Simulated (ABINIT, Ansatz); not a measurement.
## CsGeCl3 (R3m): changed settings of a GW run in ABINIT

A base run on CsGeCl3 (R3m), then changed inputs.

Method: LDA and many-body steps on it, plane waves, in ABINIT 10.8.3.

## (1) Set-up

The structure is trigonal, space group R3m (No. 160). Conventional cell: a = 7.694 Å, b = 7.694 Å, c = 9.535 Å, α = 90.00°, β = 90.00°, γ = 120.00°. Nearest to Cs lie 12 Cl at 3.86 to 3.90 Å. Nearest to Ge lie 3 Cl at 2.37 Å. Cl has 2 Ge at 2.37 to 3.10 Å and 4 Cs at 3.86 to 3.90 Å nearest. Farther neighbours and most contacts between anions are not listed.

The cell and positions are those that the Materials Project relaxed with its own functionals (PBE, PBE+U or r2SCAN), kept fixed. Spin-orbit coupling is left out unless a step names it.

## (2) Screening, 2×2×2 mesh, 224 bands, screening to 141.5 eV

This step: ABINIT 10.8.3; RPA screening on LDA, plane waves, norm-conserving pseudopotentials.

The RPA dielectric matrix is built and inverted for each q.

Input file run.abi:

```
acell 3*1.0 Angstrom
rprim 
  3.846816390705 2.220960478697 3.178300533600
  -3.846816390705 2.220960478697 3.178300533600
  0.000000000000 -4.441920957394 3.178300533600
ntypat 3
znucl 55 32 17
natom 5
typat 1 2 3 3 3
xred 
  0.998403350000 0.998403350000 0.998403350000
  0.515533150000 0.515533150000 0.515533150000
  0.496712670000 0.496712670000 0.948638170000
  0.496712670000 0.948638170000 0.496712670000
  0.948638170000 0.496712670000 0.496712670000
pp_dirpath "pseudos"
pseudos "Cs.upf, Ge.upf, Cl.upf"
ecut 56
ngkpt 2 2 2
nshiftk 1
shiftk 0 0 0
kptopt 1
chksymbreak 0
istwfk *1
occopt 1
irdwfk 1
optdriver 3
nband 224
ecuteps 5.2
inclvkb 2
awtr 1
symchi 1
indata_prefix "in"
outdata_prefix "out"
tmpdata_prefix "tmp"
```

The run is started by

```bash
$ OMP_NUM_THREADS=1 mpirun -n 16 abinit run.abi > log
```

What it wrote:

```text
.Version 10.8.3 of ABINIT. v10.8.2 released Aug 2026.

 Symmetries : space group R3 m (#160); Bravais hR (rhombohedral)
[... echo of the input left out ...]
== DATASET  1 ==================================================================
-   mpi_nproc: 16, omp_nthreads: 1 (-1 if OMP is not activated)

--- !DatasetInfo
iteration_state: {dtset: 1, }
dimensions: {natom: 5, nkpt: 4, mband: 224, nsppol: 1, nspinor: 1, nspden: 1, mpw: 22041, }
cutoff_energies: {ecut:  56.0, pawecutdg:  -1.0, }
electrons: {nelect:   5.20000000E+01, charge:   0.00000000E+00, occopt:   1.00000000E+00, tsmear:   1.00000000E-02, }

 SCREENING: Calculation of the susceptibility and dielectric matrices

 Based on a program developped by R.W. Godby, V. Olevano, G. Onida, and L. Reining.
 Incorporated in ABINIT by V. Olevano, G.-M. Rignanese, and M. Torrent.
.Using double precision arithmetic ; gwpc =  8

[... cell and pseudopotentials left out ...]
--------------------------------------------------------------------------------

 ==== K-mesh for the wavefunctions ====
 Number of points in the irreducible wedge :     4
[... list of points left out ...]
 Together with  6 symmetry operations and time-reversal symmetry
 yields     8 points in the full Brillouin Zone.

 ==== Q-mesh for the screening function ====
 Number of points in the irreducible wedge :     4
[... list of points left out ...]
 Together with  6 symmetry operations and time-reversal symmetry
 yields     8 points in the full Brillouin Zone.

 setmesh: FFT mesh size selected  =    45x   45x   45
          total number of points  =        91125

 vcoul_init : cutoff-mode = AUXILIARY_FUNCTION
 q-points for optical limit:   1
     1)      0.000010    0.000020    0.000030

- screening: taking advantage of time-reversal symmetry
- Maximum band index for partially occupied states nbvw = 26
- Remaining bands to be divided among processors   nbcw = 198
- Number of bands treated by each node ~12

 Number of electrons calculated from density =   52.0000; Expected =   52.0000
 average of density, n =  0.047295
 r_s =    1.7154
 omega_plasma =   20.9780 [eV]

 calculating chi0 at frequencies [eV] :
  1    0.000000E+00    0.000000E+00
  2    0.000000E+00    2.097803E+01

--------------------------------------------------------------------------------
  q-point number  1        q = ( 0.000000, 0.000000, 0.000000) [r.l.u.]
--------------------------------------------------------------------------------
[... chi0 elements left out ...]
 For q-point:  0.000010 0.000020 0.000030
  dielectric constant =   5.9632
  dielectric constant without local fields =   7.2328

  Average fulfillment of the sum rule on Im[epsilon] for q-point    1 :     55.78  [%]
[... wings left out ...]
  q-point number  2        q = ( 0.500000, 0.000000, 0.000000) [r.l.u.]
--------------------------------------------------------------------------------
[... chi0 elements left out ...]
  Average fulfillment of the sum rule on Im[epsilon] for q-point    2 :     59.09  [%]

 [... 2 further q-points ...]
```

Elapsed: 55 s, on 16 MPI ranks of Arm Neoverse V1, shared host; peak memory 9.1 GiB; 15 min of CPU time.

This step gave:

```yaml
eps_infinity_with_local_fields_on_this_mesh_along_the_program_s_q_direction: 5.963
the_same_without_local_fields: 7.233
plasma_frequency: 20.98 eV
plane_waves_in_the_screening_matrix: 619
```

Local fields lower ε∞ by 18 %. On a Γ-centred mesh this coarse the value itself is usually too large, while a short band sum pulls it down.

## (3) Base

The self-energy is evaluated for the states that the input lists, and the levels follow from it, in one-shot runs by the linearised quasiparticle equation.

This step: G0W0 on LDA, plane waves, norm-conserving pseudopotentials.

run.abi, as its differences from that of step 2:

```diff
@@ -26,8 +26,17 @@
 irdwfk 1
-optdriver 3
+optdriver 4
 nband 224
+gwcalctyp 0
+ecutsigx 56
+symsigma 1
+nkptgw 2
+kptgw 
+  0.5000000000 0.5000000000 0.5000000000
+  0.0000000000 0.0000000000 0.0000000000
+bdgw 
+  25 28
+  24 29
 ecuteps 5.2
-inclvkb 2
-awtr 1
-symchi 1
+irdscr 1
+ppmodel 1
 indata_prefix "in"
```

What it wrote:

```text
.Version 10.8.3 of ABINIT. v10.8.2 released Aug 2026.

 Symmetries : space group R3 m (#160); Bravais hR (rhombohedral)
[... echo of the input left out ...]
== DATASET  1 ==================================================================
-   mpi_nproc: 16, omp_nthreads: 1 (-1 if OMP is not activated)

--- !DatasetInfo
iteration_state: {dtset: 1, }
dimensions: {natom: 5, nkpt: 4, mband: 224, nsppol: 1, nspinor: 1, nspden: 1, mpw: 22041, }
cutoff_energies: {ecut:  56.0, pawecutdg:  -1.0, }
electrons: {nelect:   5.20000000E+01, charge:   0.00000000E+00, occopt:   1.00000000E+00, tsmear:   1.00000000E-02, }

 SIGMA: Calculation of the GW corrections

 Based on a program developped by R.W. Godby, V. Olevano, G. Onida, and L. Reining.
 Incorporated in ABINIT by V. Olevano, G.-M. Rignanese, and M. Torrent.
.Using double precision arithmetic ; gwpc =  8

[... cell and pseudopotentials left out ...]
--------------------------------------------------------------------------------

 ==== K-mesh for the wavefunctions ====
 Number of points in the irreducible wedge :     4
[... list of points left out ...]
 Together with  6 symmetry operations and time-reversal symmetry
 yields     8 points in the full Brillouin Zone.

 ==== Q-mesh for screening function ====
 Number of points in the irreducible wedge :     4
[... list of points left out ...]
 Together with  6 symmetry operations and time-reversal symmetry
 yields     8 points in the full Brillouin Zone.

 vcoul_init : cutoff-mode = AUXILIARY_FUNCTION
 q-points for optical limit:   1
     1)      0.000010    0.000020    0.000030
 setmesh: FFT mesh size selected  =    72x   72x   72
          total number of points  =       373248

 Number of electrons calculated from density =   52.0000; Expected =   52.0000
 average of density, n =  0.047295
 r_s =    1.7154
 omega_plasma =   20.9780 [eV]

 === KS Band Gaps ===
  >>>> For spin  1
   Minimum direct gap =   1.9771 [eV], located at k-point      :   0.5000  0.5000  0.5000
   Fundamental gap    =   1.9771 [eV], Top of valence bands at :   0.5000  0.5000  0.5000
                                       Bottom of conduction at :   0.5000  0.5000  0.5000
 SIGMA fundamental parameters:
 PLASMON POLE MODEL  1
 number of plane-waves for SigmaX                22041
 number of plane-waves for SigmaC and W            619
 number of plane-waves for wavefunctions         22041
 number of bands                                   224
 number of independent spin polarizations            1
 number of spinorial components                      1
 number of k-points in IBZ                           4
 number of q-points in IBZ                           4
 number of symmetry operations                       6
 number of k-points in BZ                            8
 number of q-points in BZ                            8
 number of frequencies for dSigma/dE                 9
 frequency step for dSigma/dE [eV]                0.25
 number of omega for Sigma on real axis              0
 max omega for Sigma on real axis  [eV]           0.00
 zcut for avoiding poles [eV]                     0.10

 EPSILON^-1 parameters (SCR file):
 dimension of the eps^-1 matrix on file            619
 dimension of the eps^-1 matrix used               619
 number of plane-waves for wavefunctions         22041
 number of bands                                   224
 number of q-points in IBZ                           4
 number of frequencies                               2
 number of real frequencies                          1
 number of imag frequencies                          1

 matrix elements of self-energy operator (all in [eV])

 Perturbative Calculation

--- !SelfEnergy_ee
iteration_state: {dtset: 1, }
kpoint     : [   0.500,    0.500,    0.500, ]
spin       : 1
KS_gap     :    1.977
QP_gap     :    3.640
Delta_QP_KS:    1.663
data: !SigmaeeData |
     Band     E0 <VxcDFT>   SigX SigC(E0)      Z dSigC/dE  Sig(E)    E-E0       E
       25  -0.190 -14.219 -18.514   2.877   0.771  -0.298 -15.312  -1.093  -1.283
       26   1.959 -14.764 -16.833   1.393   0.787  -0.271 -15.296  -0.532   1.427
       27   3.936 -11.282  -6.604  -3.277   0.807  -0.238 -10.151   1.131   5.067
       28   3.936 -11.282  -6.604  -3.277   0.807  -0.238 -10.151   1.131   5.067

--- !SelfEnergy_ee
iteration_state: {dtset: 1, }
kpoint     : [   0.000,    0.000,    0.000, ]
spin       : 1
KS_gap     :    5.520
QP_gap     :    7.284
Delta_QP_KS:    1.764
data: !SigmaeeData |
     Band     E0 <VxcDFT>   SigX SigC(E0)      Z dSigC/dE  Sig(E)    E-E0       E
       24  -0.526 -14.055 -18.275   2.838   0.771  -0.297 -15.121  -1.066  -1.592
       25  -0.526 -14.055 -18.275   2.838   0.771  -0.297 -15.121  -1.066  -1.592
       26  -0.340 -13.977 -17.781   2.547   0.773  -0.293 -14.949  -0.972  -1.312
       27   5.180  -7.348  -3.022  -3.381   0.839  -0.192  -6.556   0.792   5.972
       28   6.059  -7.267  -2.987  -3.276   0.840  -0.190  -6.424   0.844   6.902
       29   6.059  -7.267  -2.987  -3.276   0.840  -0.190  -6.424   0.844   6.902

== END DATASET(S) ==============================================================
================================================================================

 -outvars: echo values of variables after computation  --------
           etotal      0.0000000000E+00
            nband         224
             nkpt           4
          spgroup         160
 [... the other variables as echoed above ...]

 Calculation completed.
```

It took 17 s on 16 MPI ranks; peak memory 6.1 GiB.

This step gave:

```yaml
g0w0_gap_on_the_points_computed: 3.64 eV
starting_gap_on_the_mesh: 1.977 eV
k_of_the_valence_top: 0.5, 0.5, 0.5
k_of_the_conduction_bottom: 0.5, 0.5, 0.5
z_at_the_valence_top: 0.787
z_at_the_conduction_bottom: 0.807
least_direct_g0w0_gap_on_the_computed_points: 3.64 eV
```

The gap on the mesh goes from 1.98 eV to 3.64 eV, a correction of +1.66 eV.

## (4) Broadening of the poles

run.abi, as its differences from that of step 3:

```diff
@@ -41,2 +41,3 @@
 ppmodel 1
+zcut 0.01 eV
 indata_prefix "in"
```

What it wrote:

```text
.Version 10.8.3 of ABINIT. v10.8.2 released Aug 2026.

 Symmetries : space group R3 m (#160); Bravais hR (rhombohedral)
[... echo of the input left out ...]
== DATASET  1 ==================================================================
-   mpi_nproc: 16, omp_nthreads: 1 (-1 if OMP is not activated)

--- !DatasetInfo
iteration_state: {dtset: 1, }
dimensions: {natom: 5, nkpt: 4, mband: 224, nsppol: 1, nspinor: 1, nspden: 1, mpw: 22041, }
cutoff_energies: {ecut:  56.0, pawecutdg:  -1.0, }
electrons: {nelect:   5.20000000E+01, charge:   0.00000000E+00, occopt:   1.00000000E+00, tsmear:   1.00000000E-02, }

 SIGMA: Calculation of the GW corrections

 Based on a program developped by R.W. Godby, V. Olevano, G. Onida, and L. Reining.
 Incorporated in ABINIT by V. Olevano, G.-M. Rignanese, and M. Torrent.
.Using double precision arithmetic ; gwpc =  8

[... cell and pseudopotentials left out ...]
--------------------------------------------------------------------------------

 ==== K-mesh for the wavefunctions ====
 Number of points in the irreducible wedge :     4
[... list of points left out ...]
 Together with  6 symmetry operations and time-reversal symmetry
 yields     8 points in the full Brillouin Zone.

 ==== Q-mesh for screening function ====
 Number of points in the irreducible wedge :     4
[... list of points left out ...]
 Together with  6 symmetry operations and time-reversal symmetry
 yields     8 points in the full Brillouin Zone.

 vcoul_init : cutoff-mode = AUXILIARY_FUNCTION
 q-points for optical limit:   1
     1)      0.000010    0.000020    0.000030
 setmesh: FFT mesh size selected  =    72x   72x   72
          total number of points  =       373248

 Number of electrons calculated from density =   52.0000; Expected =   52.0000
[...]
number of omega for Sigma on real axis              0
 max omega for Sigma on real axis  [eV]           0.00
 zcut for avoiding poles [eV]                     0.01

 EPSILON^-1 parameters (SCR file):
 dimension of the eps^-1 matrix on file            619
 dimension of the eps^-1 matrix used               619
 number of plane-waves for wavefunctions         22041
 number of bands                                   224
 number of q-points in IBZ                           4
 number of frequencies                               2
 number of real frequencies                          1
 number of imag frequencies                          1

 matrix elements of self-energy operator (all in [eV])

 Perturbative Calculation

--- !SelfEnergy_ee
iteration_state: {dtset: 1, }
kpoint     : [   0.500,    0.500,    0.500, ]
spin       : 1
KS_gap     :    1.977
QP_gap     :    3.640
Delta_QP_KS:    1.663
data: !SigmaeeData |
     Band     E0 <VxcDFT>   SigX SigC(E0)      Z dSigC/dE  Sig(E)    E-E0       E
       25  -0.190 -14.219 -18.514   2.877   0.770  -0.298 -15.311  -1.093  -1.283
       26   1.959 -14.764 -16.833   1.393   0.787  -0.271 -15.296  -0.532   1.427
       27   3.936 -11.282  -6.604  -3.277   0.807  -0.238 -10.151   1.131   5.067
[...]
--- !SelfEnergy_ee
iteration_state: {dtset: 1, }
kpoint     : [   0.000,    0.000,    0.000, ]
spin       : 1
KS_gap     :    5.520
QP_gap     :    7.284
Delta_QP_KS:    1.764
data: !SigmaeeData |
     Band     E0 <VxcDFT>   SigX SigC(E0)      Z dSigC/dE  Sig(E)    E-E0       E
[...]
28   6.059  -7.267  -2.987  -3.276   0.840  -0.190  -6.423   0.844   6.902
       29   6.059  -7.267  -2.987  -3.276   0.840  -0.190  -6.423   0.844   6.902

== END DATASET(S) ==============================================================
================================================================================

 -outvars: echo values of variables after computation  --------
           etotal      0.0000000000E+00
            nband         224
             nkpt           4
          spgroup         160
 [... the other variables as echoed above ...]

 Calculation completed.
```

It took 17 s on 16 MPI ranks; peak memory 6.1 GiB; 4.5 min of CPU time.

This step gave:

| Item | Value |
| --- | --- |
| G0W0 gap on the points computed | 3.64 eV |
| starting gap on the mesh | 1.977 eV |
| k of the valence top | 0.5, 0.5, 0.5 |
| k of the conduction bottom | 0.5, 0.5, 0.5 |
| Z at the valence top | 0.787 |
| Z at the conduction bottom | 0.807 |
| least direct G0W0 gap on the computed points | 3.64 eV |

Against G0W0 in ABINIT (2×2×2 mesh, 224 bands, screening to 141.5 eV, Godby-Needs plasmon pole), the gap moves by +0.000 eV.

## (5) Contour deformation on a plasmon-pole file

run.abi, as its differences from that of step 4:

```diff
@@ -28,3 +28,3 @@
 nband 224
-gwcalctyp 0
+gwcalctyp 2
 ecutsigx 56
@@ -40,4 +40,2 @@
 irdscr 1
-ppmodel 1
-zcut 0.01 eV
 indata_prefix "in"
```

What it wrote:

```text
.Version 10.8.3 of ABINIT. v10.8.2 released Aug 2026.

 Symmetries : space group R3 m (#160); Bravais hR (rhombohedral)
================================================================================
 Values of the parameters that define the memory need of the present run
     intxc =       0    ionmov =       0      iscf =       7    lmnmax =       8
     lnmax =       8     mgfft =      72  mpssoang =       4    mqgrid =    3477
     natom =       5  nloc_mem =       1    nspden =       1   nspinor =       1
    nsppol =       1      nsym =       6    n1xccc =    2501    ntypat =       3
    occopt =       1   xclevel =       1
-    mband =         224        mffmem =           1         mkmem =           1
       mpw =       22041          nfft =      373248          nkpt =           4
================================================================================
  Rough estimation (10% accuracy) of disk space for files :
================================================================================

--------------------------------------------------------------------------------
------------- Echo of variables that govern the present computation ------------
--------------------------------------------------------------------------------
 -outvars: echo values of preprocessed input variables --------
            acell      1.8897261259E+00  1.8897261259E+00  1.8897261259E+00 Bohr

             bdgw          25      28      24      29
      chksymbreak           0
             ecut      5.60000000E+01 Hartree
          ecuteps      5.20000000E+00 Hartree
         ecutsigx      5.60000000E+01 Hartree
          ecutwfn      5.60000000E+01 Hartree
-          fftalg         312
        gwcalctyp           2
           irdscr           1
[...]
setmesh: FFT mesh size selected  =    72x   72x   72
          total number of points  =       373248

 Number of electrons calculated from density =   52.0000; Expected =   52.0000
 average of density, n =  0.047295
 r_s =    1.7154
 omega_plasma =   20.9780 [eV]

 === KS Band Gaps ===
  >>>> For spin  1
   Minimum direct gap =   1.9771 [eV], located at k-point      :   0.5000  0.5000  0.5000
   Fundamental gap    =   1.9771 [eV], Top of valence bands at :   0.5000  0.5000  0.5000
                                       Bottom of conduction at :   0.5000  0.5000  0.5000
 SIGMA fundamental parameters:
 CONTOUR DEFORMATION
 number of plane-waves for SigmaX                22041
 number of plane-waves for SigmaC and W            619
 number of plane-waves for wavefunctions         22041
 number of bands                                   224
 number of independent spin polarizations            1
 number of spinorial components                      1
 number of k-points in IBZ                           4
 number of q-points in IBZ                           4
 number of symmetry operations                       6
 number of k-points in BZ                            8
 number of q-points in BZ                            8
 number of frequencies for dSigma/dE                 9
 frequency step for dSigma/dE [eV]                0.25
 number of omega for Sigma on real axis              0
 max omega for Sigma on real axis  [eV]           0.00
 zcut for avoiding poles [eV]                     0.10

 EPSILON^-1 parameters (SCR file):
 dimension of the eps^-1 matrix on file            619
 dimension of the eps^-1 matrix used               619
 number of plane-waves for wavefunctions         22041
 number of bands                                   224
 number of q-points in IBZ                           4
 number of frequencies                               2
 number of real frequencies                          1
 number of imag frequencies                          1

 matrix elements of self-energy operator (all in [eV])

 Perturbative Calculation

--- !ERROR
message: |
    Fatal error

--- !ERROR
message: |
    Fatal error

--- from the log ---
Fatal error
```

Wall time 6.3 s (16 MPI ranks); peak memory 4.4 GiB.

The run stopped with an error after 6.3 s.

The fault put into this input: contour deformation on a plasmon-pole file.

## (6) The runs together

Times are wall times on 16 MPI ranks of Arm Neoverse V1, shared host, good to a factor of about two. A run's time includes the screening step that it read.

```csv
run,mesh,bands,screening cutoff (eV),DFT gap (eV),gap on the mesh (eV),direct (eV),ε∞ used,time
base,2×2×2,224,141.5,1.977,3.640,3.640,5.96,72 s
broadening of the poles,2×2×2,224,141.5,1.977,3.640,3.640,5.96,72 s
```

## (7) Outcome

| Item | Value |
| --- | --- |
| base | 3.640 eV |
| broadening of the poles | 3.640 eV |
| known limits | not at the basis limit; no spin-orbit coupling; coarse k mesh |

**Reading.** Broadening of the poles: no change against base (keys changed: zcut). Bands and cutoff are finite, so the gap is not at the basis limit. The miss can reach some tenths of an eV and take either sign; the mesh is an error of its own. In the first G0W0 run levels were corrected at 2 k points alone, so a gap called «on the mesh» is the least over those, and an edge elsewhere would be missed. The 2×2×2 mesh is coarse for this cell, which bears on the long-range parts of exchange and screening. The many-body steps are scalar-relativistic: spin-orbit coupling is not in them.

[Paths, hosts, dates, memory and timing lines, banners, echoed tables and standing remarks are left out of the program output.]

[Logs are printed without paths, hosts, clocks, repeated set-up lines and the standing remarks that a program may print on its own settings, such as how far it seeks lower states.]

[Runs of the session that timed out or met a known fault of the program may be left out.]

[No measured gap is set beside runs whose start may be inverted or whose files or cutoffs have a known fault.]

[Hosts, paths, dates, database ids (printed as entryN), source tags and the programs' standing remarks are cut or masked in the printed files.]

[G0W0 gaps are taken among the corrected bands and points alone; a level outside them can change the order at an edge.]

[Where Ansatz stands beside ABINIT at settings called matched, ABINIT's density can come from a denser mesh and the files from another edition; pairs whose starting gaps differed by over 0.03 eV were left out, so agreement reads better than it is.]
